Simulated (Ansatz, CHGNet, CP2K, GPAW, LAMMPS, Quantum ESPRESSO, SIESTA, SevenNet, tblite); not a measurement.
# GPAW runs on aqueous Cs+ and SO4 2-, 1.7 mol of salt per kg of water at 360 K (106 atoms), part 2 of 2

How do the settings of GPAW change the result for aqueous Cs+ and SO4 2-, 1.7 mol of salt per kg of water at 360 K (106 atoms)? A plane-wave run serves as the yardstick.

Program: GPAW 26.7.0; the method stands at each step. Banners, paths, timers and routine set-up lines are dropped from the logs unmarked, and long logs keep their key lines alone; longer cuts are marked.

So far. Step 3 (LDA, LCAO dzp, h 0.18 Å): Against the first run (66 %), the force difference from the reference is 84 %, at 0.89 times the CPU time; the model has changed, so this is no error of the program alone. Step 4 (PBE, LCAO szp(dzp), h 0.18 Å): Against the first run (66 %), the force difference from the reference is 227 %, at 0.66 times the CPU time (on 1 against 2 cores), with 638 basis functions against 882: the smaller basis costs accuracy.

## 5. PBE, LCAO sz(dzp), h 0.18 Å

Method: Kohn-Sham DFT, PBE, PAW, atomic orbitals (sz(dzp)).

run.py reads:

```python
import numpy as np
from ase.io import read
from gpaw import GPAW, FermiDirac

atoms = read("structure.xyz")
atoms.calc = GPAW(
    mode="lcao",
    basis="sz(dzp)",
    h=0.18,
    xc="PBE",
    kpts={"size": (1, 1, 1), "gamma": True},
    occupations=FermiDirac(0.05),
    maxiter=200,
    symmetry={"point_group": False},
    txt="gpaw.txt",
)
energy = atoms.get_potential_energy(force_consistent=True)
forces = atoms.get_forces()
print(f"energy {energy:.6f} eV")
print("forces (eV/A)")
for i, (a, f) in enumerate(zip(atoms, forces)):
    print(f"{i:4d} {a.symbol:2s} {f[0]:10.5f} {f[1]:10.5f} {f[2]:10.5f}")
print(f"Fermi level {atoms.calc.get_fermi_level():.4f} eV")
for k in range(len(atoms.calc.get_ibz_k_points())):
    for s in range(atoms.calc.get_number_of_spins()):
        e = atoms.calc.get_eigenvalues(kpt=k, spin=s)
        n = np.searchsorted(e, atoms.calc.get_fermi_level())
        print(f"k {k} spin {s} levels about the Fermi level:", np.round(e[max(n - 6, 0):n], 4).tolist(), "|", np.round(e[n:n + 6], 4).tolist())
```

structure.xyz reads:

```xyz
106
Lattice="10.28660 0.00000 0.00000 0.00000 10.28660 0.00000 0.00000 0.00000 10.28660" Properties=species:S:1:pos:R:3 pbc="T T T"
[... 106 atom lines left out: the same atoms as in the first run ...]
```

On the command line:

```
$ OMP_NUM_THREADS=1 python run.py > output.txt
```

Output:

```text
energy -380.352560 eV
forces (eV/A)
   0 O    14.64545    7.39691   -3.32984
   1 S     1.72019   -1.07005   -1.17209
   2 O   -12.59241   13.30746    2.48861
   3 O    -4.60651  -10.00569  -11.75205
   4 O     0.63373   -9.64958   14.05717
   5 O     0.63989    3.05498   -2.90746
   6 H     1.31286   -0.31293    2.65375
   7 H    -1.41884   -2.84866    0.58322
   8 O    -0.85148    4.18968   -0.52752
   9 H    -0.22736   -2.85267   -2.61626
  10 H     1.52980   -1.24439    3.77294
  11 O    -4.26202    0.89213   -2.89925
[...]
101 O    -3.98725    0.47593   -1.46139
 102 H     0.97023   -2.62952    1.73648
 103 H     2.70033    2.34560   -0.39223
 104 Cs   -1.51667    0.86965   -1.19454
 105 Cs    0.44150    0.04737   -0.08163
Fermi level 1.2334 eV
k 0 spin 0 levels about the Fermi level: [-0.8955, -0.8672, -0.8258, -0.8131, -0.6713, -0.3464] | [2.9618, 4.3607, 4.7651, 4.8482, 5.0139, 5.25]
```

gpaw.txt:

```text
Input parameters:
  mode=LCAO(),
  basis={'default': 'sz(dzp)'},
  h=0.18,
  kpts=MonkhorstPack(size=(1, 1, 1), gamma=True),
  maxiter=200,
  occupations=Occupations(name='fermi-dirac', width=0.05, fixmagmom=False),
  symmetry=Symmetry(point_group=False),
  xc=XC(name='PBE')
[... lines left out ...]
  Fermi-Dirac:
[... lines left out ...]
convergence criteria:
- Maximum [total energy] change in last 3 cyles: 0.0005 eV / valence electron
[... lines left out ...]
Converged in 9 steps
[... lines left out ...]
  Free energy:    -380.352560
[... lines left out ...]
Fermi level: 1.233
[... lines left out ...]
|          0 |       -30.855 |     2.000 |
|        ... |               |           |
|        148 |        -1.087 |     2.000 |
|        149 |        -1.052 |     2.000 |
[...]
|        163 |         5.683 |     0.000 |
|        ... |               |           |
|        191 |         9.605 |     0.000 |
Gap: 3.308 eV
Transition (v -> c):
  (s=0, k=0, n=155, [0.00, 0.00, 0.00]) -> (s=0, k=0, n=156, [0.00, 0.00, 0.00])
No difference between direct/indirect transitions
Force computation time: 4.130  # s
timing:  # [seconds]
  Total:  31.722  # ━━━━━━━━━━━━━━━━━━━━━━━━━━━━━━━━━━━━━━━━━━━━━━━━━━━━━━━━━
  Init:    5.570  # ━━━━━━━━━━
  SCF:    21.993  # ━━━━━━━━━━━━━━━━━━━━━━━━━━━━━━━━━━━━━━━╸
  Forces:  4.130  # ━━━━━━━╸
```

It took 33 s on 1 thread of Arm Neoverse V2, shared host; peak memory 0.86 GiB.

Compared with the plane-wave run:

```yaml
r_m_s_force_component: 2.966 eV/Å
r_m_s_difference_of_force_components: 3046 meV/Å
longest_difference_of_force_vectors: 14550 meV/Å
force_difference_over_r_m_s_force: 449.4 %
slope_of_forces_against_the_reference_s: -0.0241
correlation_of_force_components: -0.00552
spacing_of_highest_filled_and_lowest_empty_level: 3.308 eV
gap_difference: -0.8318 eV
```

This is a coarse setting, run to see what it loses.

Against the first run (66 %), the force difference from the reference is 449 %, at 0.34 times the CPU time (on 1 against 2 cores), with 244 basis functions against 882: the smaller basis costs accuracy.

## 6. Side by side

Differences are against the plane-wave reference, forces as r.m.s. over components; share is that over the reference's r.m.s. force, slope the least-squares factor from reference forces to these. Total energies of different programs have different zeros and aren't compared.

```
                                       run  Δ force, r.m.s. (meV/Å)  share (%)   slope  Δ gap (eV)  cores  CPU time  memory (GiB)
                                 reference                        -          -       -           -      2   5.6 min           2.7
              GPAW PBE, LCAO dzp, h 0.18 Å                      447       65.9   0.854     -0.0746      2      97 s           1.3
              GPAW LDA, LCAO dzp, h 0.18 Å                      570       84.0   0.650      -0.318      2      86 s           1.3
GPAW PBE, LCAO szp(dzp), h 0.18 Å (coarse)                     1537        227   0.047      0.0477      1      64 s           1.0
 GPAW PBE, LCAO sz(dzp), h 0.18 Å (coarse)                     3046        449  -0.024      -0.832      1      33 s          0.86
```

Rows marked coarse were listed beforehand as settings not expected to be converged; some can still land near the reference.

CPU time is summed over cores on a shared host, where runs went side by side, so it is rough. Symmetry, cutoffs, thresholds, outputs and thread counts weren't matched or tuned between programs; memory under MPI is the largest rank's times the ranks.

## 7. Results

* nearest in forces: GPAW PBE, LCAO dzp, h 0.18 Å, 66 %
* its CPU time: 97 s

What this shows: The PBE run in local orbitals, coarse settings apart, differs by 66 % (GPAW PBE, LCAO dzp, h 0.18 Å); basis, grid and potentials can all enter, and differences of this size make the forces unusable. Rows with another functional or a dispersion term differ by 84 % (GPAW LDA, LCAO dzp, h 0.18 Å), which mixes the change of model with differences of basis and potentials. Runs with settings chosen to be coarse differ by 227 % (GPAW PBE, LCAO szp(dzp), h 0.18 Å) to 449 % (GPAW PBE, LCAO sz(dzp), h 0.18 Å), their programs' other errors included. Of the electronic-structure runs that take under half the reference's CPU time, GPAW PBE, LCAO dzp, h 0.18 Å comes nearest, at 66 % in 97 s against 5.6 min, too far off to be of use. In GPAW PBE, LCAO dzp, h 0.18 Å the difference has nearly one length on every H (0.64 eV/Å) and points along its bond, outwards: this method prefers longer bonds, and stiff bonds to hydrogen turn a small shift into a large force. At the same functional, gaps differ from the reference's 4.14 eV by between -0.83 and +0.05 eV. With short bonds to hydrogen, sets of potentials differ among themselves by several per cent in forces even at converged cutoffs, so the reference isn't exact here either. The network of contacts between molecules at the start is that of the classical potential that made the cell, and needn't be the one that DFT or experiment would give. The concentration wasn't checked against solubility and may exceed it. The reference's PBE has no dispersion term, which matters for the binding between molecules or layers. The density was typed from a rule of thumb and may lie off the real one at this temperature. The electronic-structure runs sample only Γ, in a cell whose shortest periodic width is 10 Å. Spin–orbit coupling is left out, which matters for the levels of the heavy elements.

[Also dropped from logs without a mark: logging warnings of Python, and SIESTA's first energy breakdown and zero terms.]

[Logs are printed without paths, hosts, clocks, repeated set-up lines and the standing remarks that a program may print on its own settings, such as how far it seeks lower states.]

[Hosts, paths, dates, database ids (printed as entryN), source tags and the programs' standing remarks are cut or masked in the printed files.]
